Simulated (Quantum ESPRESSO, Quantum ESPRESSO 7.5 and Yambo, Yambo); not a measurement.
## Quasiparticle gap of SiC (P6_3mc) in Yambo

How does a plane-wave GW calculation on SiC (P6_3mc) run from the first input to the gap?

Method: PBE and many-body steps on it, plane waves, in Quantum ESPRESSO 7.5 and Yambo 5.3.0.

**Experimental background.**

- Gap 3.33 eV: band gap at cryogenic temperature; bulk crystal (literature value) (quoted in “Silicon carbide diodes for neutron detection”, 2020, arxiv:2009.14696).

Most raw output is cut from this account.

**1. Starting point**

The structure is hexagonal, space group P6_3mc (No. 186). The conventional cell has a = 3.074 Å, b = 3.074 Å, c = 5.045 Å, α = 90.00°, β = 90.00°, γ = 120.00°. Si has 4 C at 1.88 to 1.90 Å nearest. Nearest to C lie 4 Si at 1.88 to 1.90 Å. Farther neighbours are not listed.

The cell and positions are those that the Materials Project relaxed with its own functionals (PBE, PBE+U or r2SCAN), kept fixed.

**2. Ground state**

This step: Quantum ESPRESSO 7.5; DFT, PBE, plane waves, norm-conserving pseudopotentials.

The ground-state density comes first.

Input file pw.in:

```
&control
  calculation = 'scf'
  prefix = 'x'
  outdir = 'o'
  pseudo_dir = 'pseudo'
/
&system
  ibrav = 0
  nat = 4
  ntyp = 2
  ecutwfc = 74.0
  nbnd = 14
  force_symmorphic = .true.
/
&electrons
  conv_thr = 1e-10
  electron_maxstep = 80
  mixing_beta = 0.5
/
ATOMIC_SPECIES
  Si 28.085 Si.upf
  C 12.011 C.upf
CELL_PARAMETERS angstrom
  3.0735139282 0.0000000000 0.0000000000
  -1.5367569641 2.6617411407 0.0000000000
  0.0000000000 0.0000000000 5.0452477100
ATOMIC_POSITIONS crystal
  Si 0.3333333333 0.6666666667 0.4996024000
  Si 0.6666666667 0.3333333333 0.9996024000
  C 0.3333333333 0.6666666667 0.8753976000
  C 0.6666666667 0.3333333333 0.3753976000
K_POINTS automatic
  6 6 4 0 0 0
```

On the command line:

```console
$ OMP_NUM_THREADS=1 mpirun -n 4 pw.x -nk 4 -in pw.in > pw.out
```

Elapsed: 5.3 s, on 4 MPI ranks of Arm Neoverse V1, shared host; peak memory 0.24 GiB; 21 s of CPU time.

Numbers from this step:

```yaml
total_energy: -558.8921 eV
gap: 2.275 eV
k_of_the_valence_top: 0, 0, 0
k_of_the_conduction_bottom: 0.3333, 0.3333, 0
least_direct_gap: 3.985 eV
```

The gap is indirect, with the least direct gap 1.71 eV higher.

**3. Bands along the symmetry lines**

The cheap functional maps the bands first; the places of the edges decide which points the dearer methods must see.

Input file pw.in:

```
&control
  calculation = 'bands'
  prefix = 'x'
  outdir = 'o'
  pseudo_dir = 'pseudo'
/
&system
  ibrav = 0
  nat = 4
  ntyp = 2
  ecutwfc = 74.0
  nbnd = 14
  force_symmorphic = .true.
/
&electrons
  conv_thr = 1e-9
  electron_maxstep = 80
  diago_full_acc = .true.
  diago_thr_init = 5e-6
/
ATOMIC_SPECIES
  Si 28.085 Si.upf
  C 12.011 C.upf
CELL_PARAMETERS angstrom
  3.0735139282 0.0000000000 0.0000000000
  -1.5367569641 2.6617411407 0.0000000000
  0.0000000000 0.0000000000 5.0452477100
ATOMIC_POSITIONS crystal
  Si 0.3333333333 0.6666666667 0.4996024000
  Si 0.6666666667 0.3333333333 0.9996024000
  C 0.3333333333 0.6666666667 0.8753976000
  C 0.6666666667 0.3333333333 0.3753976000
K_POINTS crystal
  75
  0.00000000 0.00000000 0.00000000 1
  0.06250000 0.00000000 0.00000000 1
  0.12500000 0.00000000 0.00000000 1
  0.18750000 0.00000000 0.00000000 1
  0.25000000 0.00000000 0.00000000 1
  0.31250000 0.00000000 0.00000000 1
  0.37500000 0.00000000 0.00000000 1
  0.43750000 0.00000000 0.00000000 1
  0.50000000 0.00000000 0.00000000 1
  0.47916667 0.04166667 0.00000000 1
  0.45833333 0.08333333 0.00000000 1
  0.43750000 0.12500000 0.00000000 1
  0.41666666 0.16666666 0.00000000 1
  0.39583333 0.20833333 0.00000000 1
  0.37500000 0.25000000 0.00000000 1
  0.35416666 0.29166666 0.00000000 1
  0.33333333 0.33333333 0.00000000 1
  0.29166666 0.29166666 0.00000000 1
  0.25000000 0.25000000 0.00000000 1
  0.20833333 0.20833333 0.00000000 1
  0.16666666 0.16666666 0.00000000 1
  0.12500000 0.12500000 0.00000000 1
  0.08333333 0.08333333 0.00000000 1
  0.04166667 0.04166667 0.00000000 1
  0.00000000 0.00000000 0.00000000 1
  0.00000000 0.00000000 0.06250000 1
  0.00000000 0.00000000 0.12500000 1
  0.00000000 0.00000000 0.18750000 1
  0.00000000 0.00000000 0.25000000 1
  0.00000000 0.00000000 0.31250000 1
  0.00000000 0.00000000 0.37500000 1
  0.00000000 0.00000000 0.43750000 1
  0.00000000 0.00000000 0.50000000 1
  0.06250000 0.00000000 0.50000000 1
  0.12500000 0.00000000 0.50000000 1
  0.18750000 0.00000000 0.50000000 1
  0.25000000 0.00000000 0.50000000 1
  0.31250000 0.00000000 0.50000000 1
  0.37500000 0.00000000 0.50000000 1
  0.43750000 0.00000000 0.50000000 1
  0.50000000 0.00000000 0.50000000 1
  0.47916667 0.04166667 0.50000000 1
  0.45833333 0.08333333 0.50000000 1
  0.43750000 0.12500000 0.50000000 1
  0.41666666 0.16666666 0.50000000 1
  0.39583333 0.20833333 0.50000000 1
  0.37500000 0.25000000 0.50000000 1
  0.35416666 0.29166666 0.50000000 1
  0.33333333 0.33333333 0.50000000 1
  0.29166666 0.29166666 0.50000000 1
  0.25000000 0.25000000 0.50000000 1
  0.20833333 0.20833333 0.50000000 1
  0.16666666 0.16666666 0.50000000 1
  0.12500000 0.12500000 0.50000000 1
  0.08333333 0.08333333 0.50000000 1
  0.04166667 0.04166667 0.50000000 1
  0.00000000 0.00000000 0.50000000 1
  0.50000000 0.00000000 0.50000000 1
  0.50000000 0.00000000 0.43750000 1
  0.50000000 0.00000000 0.37500000 1
  0.50000000 0.00000000 0.31250000 1
  0.50000000 0.00000000 0.25000000 1
  0.50000000 0.00000000 0.18750000 1
  0.50000000 0.00000000 0.12500000 1
  0.50000000 0.00000000 0.06250000 1
  0.50000000 -0.00000000 0.00000000 1
  0.33333333 0.33333333 0.50000000 1
  0.33333333 0.33333333 0.43750000 1
  0.33333333 0.33333333 0.37500000 1
  0.33333333 0.33333333 0.31250000 1
  0.33333333 0.33333333 0.25000000 1
  0.33333333 0.33333333 0.18750000 1
  0.33333333 0.33333333 0.12500000 1
  0.33333333 0.33333333 0.06250000 1
  0.33333333 0.33333333 0.00000000 1
```

Run time: 4.8 s. Hardware: 4 MPI ranks; peak memory 0.21 GiB.

Numbers from this step:

```
gap                        : 2.275 eV
k of the valence top       : 0, 0, 0
k of the conduction bottom : 0.3333, 0.3333, 0
least direct gap           : 3.985 eV
```

The gap is 2.275 eV, as in the run before at this level.

Electronic bands along the path, in eV, zero at the top of the highest filled band; v1 is the highest filled band, c1 the lowest empty one:

| point | v4 | v3 | v2 | v1 | c1 | c2 | c3 | c4 |
| --- | --- | --- | --- | --- | --- | --- | --- | --- |
| Γ | -1.32 | -0.11 | 0.00 | 0.00 | 4.82 | 6.22 | 6.68 | 6.68 |
| halfway | -2.97 | -2.53 | -1.02 | -0.61 | 4.06 | 5.85 | 7.26 | 7.67 |
| M | -5.45 | -3.33 | -3.30 | -1.20 | 2.79 | 4.23 | 6.90 | 7.14 |
| halfway | -5.40 | -4.67 | -3.37 | -2.55 | 3.20 | 5.17 | 7.69 | 8.51 |
| K | -6.27 | -4.05 | -4.05 | -3.84 | 2.28 | 8.18 | 8.87 | 8.87 |
| halfway | -4.15 | -2.82 | -1.45 | -1.25 | 5.07 | 5.82 | 7.01 | 7.22 |
| Γ | -1.32 | -0.11 | 0.00 | 0.00 | 4.82 | 6.22 | 6.68 | 6.68 |
| halfway | -1.15 | -1.15 | -0.22 | -0.22 | 5.10 | 6.80 | 6.80 | 7.04 |
| A | -0.71 | -0.71 | -0.71 | -0.71 | 5.91 | 5.91 | 7.37 | 7.37 |
| halfway | -2.96 | -2.96 | -1.72 | -1.72 | 4.50 | 4.50 | 7.37 | 7.37 |
| L | -2.45 | -2.45 | -2.34 | -2.34 | 3.29 | 3.29 | 5.27 | 5.27 |
| halfway | -4.26 | -4.26 | -1.92 | -1.92 | 4.29 | 4.29 | 6.37 | 6.37 |
| H | -5.66 | -5.66 | -1.74 | -1.74 | 5.08 | 5.08 | 6.03 | 6.03 |
| halfway | -3.02 | -3.02 | -2.50 | -2.50 | 5.18 | 5.18 | 7.55 | 7.55 |
| A | -0.71 | -0.71 | -0.71 | -0.71 | 5.91 | 5.91 | 7.37 | 7.37 |
| jump to L | -2.45 | -2.45 | -2.34 | -2.34 | 3.29 | 3.29 | 5.27 | 5.27 |
| halfway | -4.15 | -3.10 | -2.34 | -1.63 | 3.11 | 3.27 | 6.64 | 7.05 |
| M | -5.45 | -3.33 | -3.30 | -1.20 | 2.79 | 4.23 | 6.90 | 7.14 |
| jump to H | -5.66 | -5.66 | -1.74 | -1.74 | 5.08 | 5.08 | 6.03 | 6.03 |
| halfway | -6.47 | -4.52 | -2.82 | -2.82 | 3.50 | 6.58 | 6.58 | 7.84 |
| K | -6.27 | -4.05 | -4.05 | -3.84 | 2.28 | 8.18 | 8.87 | 8.87 |

**4. Empty states on the mesh, 3×3×4 mesh, 101 bands**

The sums over transitions need many empty states on a uniform mesh; this step solves for them.

Input file pw.in:

```
&control
  calculation = 'nscf'
  prefix = 'x'
  outdir = 'o'
  pseudo_dir = 'pseudo'
/
&system
  ibrav = 0
  nat = 4
  ntyp = 2
  ecutwfc = 74.0
  nbnd = 101
  force_symmorphic = .true.
/
&electrons
  conv_thr = 1e-9
  electron_maxstep = 80
  diago_full_acc = .true.
  diago_thr_init = 5e-6
/
ATOMIC_SPECIES
  Si 28.085 Si.upf
  C 12.011 C.upf
CELL_PARAMETERS angstrom
  3.0735139282 0.0000000000 0.0000000000
  -1.5367569641 2.6617411407 0.0000000000
  0.0000000000 0.0000000000 5.0452477100
ATOMIC_POSITIONS crystal
  Si 0.3333333333 0.6666666667 0.4996024000
  Si 0.6666666667 0.3333333333 0.9996024000
  C 0.3333333333 0.6666666667 0.8753976000
  C 0.6666666667 0.3333333333 0.3753976000
K_POINTS automatic
  3 3 4 0 0 0
```

The job ended after 6.5 s (4 MPI ranks; peak memory 0.29 GiB; 26 s of CPU time).

Numbers from this step:

* gap: 2.275 eV
* k of the valence top: 0, 0, 0
* k of the conduction bottom: 0.3333, 0.3333, 0
* least direct gap: 4.293 eV
* k points computed: 10
* lowest point of the top converged band, above the valence top: 81.2868 eV

On this mesh the gap is 2.275 eV.

**5. Conversion and set-up**

This step: Yambo 5.3.0; conversion and set-up on PBE, plane waves, norm-conserving pseudopotentials.

The states are converted to the many-body program's format and the q mesh is built.

On the command line:

```console
$ (cd o/x.save; p2y > p2y.log; mv SAVE ../..); yambo > setup.log
```

Run time: 2.1 s. Hardware: 1 MPI rank; peak memory 0.23 GiB.

**6. Screening and self-energy, 3×3×4 mesh, 101 bands, screening to 163.3 eV**

Now the one-shot GW correction: screening in the RPA, then the self-energy of the levels asked for.

This step: G0W0 on PBE, plane waves, norm-conserving pseudopotentials.

Input file gw1.in:

```
HF_and_locXC
gw0
dyson
ppa
em1d
rim_cut
RandQpts= 1000000
RandGvec= 1 RL
EXXRLvcs= 74 Ry
VXCRLvcs= 296 Ry
Chimod= "HARTREE"
% BndsRnXp
 1 | 101 |
%
NGsBlkXp= 12 Ry
% LongDrXp
 1 | 1 | 1 |
%
% GbndRnge
 1 | 101 |
%
DysSolver= "n"
ExtendOut
PPAPntXp= 27.21138 eV
% QPkrange
 1 | 1 | 7 | 10 |
 7 | 7 | 7 | 10 |
 4 | 4 | 7 | 10 |
%
```

On the command line:

```console
$ OMP_NUM_THREADS=1 mpirun -n 4 yambo -F gw1.in -J gw1 -C gw1 > gw1.log
```

Run time: 41 s. Hardware: 4 MPI ranks; peak memory 1.4 GiB.

Numbers from this step:

```yaml
g0w0_gap_on_the_points_computed: 2.886 eV
starting_gap_on_the_mesh: 2.275 eV
k_of_the_valence_top: 0, 0, 0
k_of_the_conduction_bottom: 0.3333, 0.3333, 0
least_direct_g0w0_gap_on_the_computed_points: 5.158 eV
z_at_the_valence_top: 0.7969
z_at_the_conduction_bottom: 0.8281
```

The gap on the mesh goes from 2.28 eV to 2.89 eV, a correction of +0.61 eV.

Limits: finite bands, cutoff and mesh; coarse k mesh. v1 is the top filled band, c1 the lowest empty one. The levels before and after the correction (eV, zero at the valence-band top of each column):

|  | conduction bottom | valence top |
| --- | --- | --- |
| Kohn-Sham | 2.28 | 0.00 |
| G0W0 | 2.89 | 0.00 |

|  | level | energy (eV) |
| --- | --- | --- |
| Kohn-Sham | Γ v2-v1 | 0.000 |
| Kohn-Sham | Γ c1 | 4.820 |
| Kohn-Sham | Γ c2 | 6.220 |
| Kohn-Sham | (0.333 0.333 0) v2 | -4.053 |
| Kohn-Sham | (0.333 0.333 0) v1 | -3.842 |
| Kohn-Sham | (0.333 0.333 0) c1 | 2.275 |
| Kohn-Sham | (0.333 0.333 0) c2 | 8.182 |
| G0W0 | Γ v2-v1 | 0.000 |
| G0W0 | Γ c1 | 5.713 |
| G0W0 | Γ c2 | 7.073 |
| G0W0 | (0.333 0.333 0) v2 | -4.423 |
| G0W0 | (0.333 0.333 0) v1 | -4.224 |
| G0W0 | (0.333 0.333 0) c1 | 2.886 |
| G0W0 | (0.333 0.333 0) c2 | 9.185 |

**7. Where the time went**

Times are wall times on the hardware named with each run, good to a factor of about two.

| step | time | share | memory (GiB) |
| --- | --- | --- | --- |
| ground state | 5.3 s | 9 % | 0.24 |
| bands along the symmetry lines | 4.8 s | 8 % | 0.21 |
| empty states on the mesh | 6.5 s | 11 % | 0.29 |
| conversion and set-up | 2.1 s | 4 % | 0.23 |
| screening and self-energy | 41 s | 69 % | 1.4 |

**8. Summary of results**

```
PBE gap              : 2.28 eV, indirect
G0W0 gap on the mesh : 2.89 eV
GW settings          : 3×3×4 mesh, 101 bands, screening to 163.3 eV, Godby-Needs plasmon pole
known limits         : not at the basis limit; coarse k mesh
```

**Reading.** G0W0 moves the gap on the mesh from 2.28 eV to 2.89 eV (+0.61 eV), with Z of 0.80 and 0.83 at the edges. Only 3 of the mesh's irreducible points were corrected, so a valley elsewhere could overtake. The dearest step here is «screening and self-energy». Against experiment, by G0W0@PBE: the gap of 2.89 eV lies −0.44 eV from the measured 3.33 eV (kind not stated, quoted 2020). The calculation has static nuclei and no excitons; a measured gap holds zero-point and thermal motion, which mostly lowers it. Bands and cutoff are finite, so the gap is not at the basis limit. The miss can reach some tenths of an eV and take either sign; the mesh is an error of its own. In the G0W0 run levels were corrected at 3 k points alone, so a gap called «on the mesh» is the least over those, and an edge elsewhere would be missed. The 3×3×4 mesh is coarse for this cell, which bears on the long-range parts of exchange and screening.

[Paths, hosts, dates, memory and timing lines, banners, echoed tables and standing remarks are left out of the program output.]

[Logs are printed without paths, hosts, clocks, repeated set-up lines and the standing remarks that a program may print on its own settings, such as how far it seeks lower states.]

[Runs of the session that timed out or met a known fault of the program may be left out.]

[Hosts, paths, dates, database ids (printed as entryN), source tags and the programs' standing remarks are cut or masked in the printed files.]
